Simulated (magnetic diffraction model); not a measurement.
## CuNiS2 below its ordering temperature

Space group P-42m (no. 111), a = 5.0930 Å, c = 5.2970 Å.

| site | atom | x | y | z |
| --- | --- | --- | --- | --- |
| 1c | Cu | 0 | 0 | 1/2 |
| 1a | Cu | 0 | 0 | 0 |
| 2e | Ni | 0 | 1/2 | 0 |
| 4n | S | 0.2607 | 0.7393 | 0.2455 |

This is a made-up structure (elements placed in a structure type, unrelaxed), so the numbers test the method and describe no known phase.

Only Cu and Ni are taken to order (form factors of Cu2+ and Ni2+); orders and moment sizes are assumed, and not adapted to the symmetry. Radiation: neutrons of λ = 4.2 Å, 5° to 100°; isotropic B of 0.2 Å² (Cu), 0.15 Å² (Ni) and 0.23 Å² (S). Simulated constant-wavelength pattern: nuclear and magnetic terms add, the magnetic one as |2.695 fm × Σ f S⊥ exp(2πi Q·r) exp(−B s²)|², summed over all Q at one angle with the factor 1/(sin²θ cos θ). For collinear order S is the moment m, which repeats by lattice and centring translations R with the sign exp(−2πi k·R). Free-ion form factors, Sears's scattering lengths of 1992, no absorption; a label names one of the reflections at its angle. The strongest nuclear line in the range is 100, and lines under 0.2 are left out.

Above the ordering temperature:

| 2θ (°) | index | I |
| --- | --- | --- |
| 46.71 | (0 0 1) | 48.7 |
| 48.70 | (1 0 0) | 44.6 |
| 71.34 | (1 1 0) | 3.0 |
| 89.68 | (1 1 1) | 100.0 |

Below it (cell unchanged):

```tsv
2θ (°)	I
41.29	18.2
46.71	48.7
48.70	44.6
71.34	3.0
82.95	2.6
85.91	8.1
89.68	100.0
```

**Question.** Find the propagation vector, then choose among these models:
A. collinear moments along [101], 0.77 μB on Cu and 1.61 μB on Ni; signs + at (0, 0, 1/2), − at (0, 0, 0), + at (0, 1/2, 0), + at (1/2, 0, 0)
B. collinear moments along [100], 0.77 μB on Cu and 1.61 μB on Ni; signs + at (0, 0, 1/2), − at (0, 0, 0), + at (0, 1/2, 0), − at (1/2, 0, 0)
C. collinear moments along [101], 0.77 μB on Cu and 1.61 μB on Ni; signs + at (0, 0, 1/2), − at (0, 0, 0), + at (0, 1/2, 0), − at (1/2, 0, 0)
D. collinear moments along [100], 0.77 μB on Cu and 1.61 μB on Ni; signs + at (0, 0, 1/2), − at (0, 0, 0), + at (0, 1/2, 0), + at (1/2, 0, 0)

The new lines index as (1/2 1/2 1/2) at 41.29°, (1/2 1/2 3/2) at 82.95° and (3/2 1/2 1/2) at 85.91°, that is as H ± k with k = (1/2 1/2 1/2). Half indices mean that the moments reverse under translations with k·R a half-integer, and the magnetic cell has twice the primitive volume.

Magnetic intensity, observed (below minus above) and for each model:

| 2θ (°) | index | observed | A | B | C | D |
| --- | --- | --- | --- | --- | --- | --- |
| 41.29 | (1/2 1/2 1/2) | 18.2 | 12.4 | 15.0 | 18.2 | 15.0 |
| 82.95 | (1/2 1/2 3/2) | 2.6 | 3.9 | 5.5 | 2.6 | 5.5 |
| 85.91 | (3/2 1/2 1/2) | 8.1 | 8.8 | 6.2 | 8.1 | 6.2 |

Model C matches.

The structure used: k = (1/2 1/2 1/2), collinear moments along [101], 0.77 μB on Cu and 1.61 μB on Ni; signs + at (0, 0, 1/2), − at (0, 0, 0), + at (0, 1/2, 0), − at (1/2, 0, 0).

[Logs are printed without paths, hosts, clocks, repeated set-up lines and the standing remarks that a program may print on its own settings, such as how far it seeks lower states.]
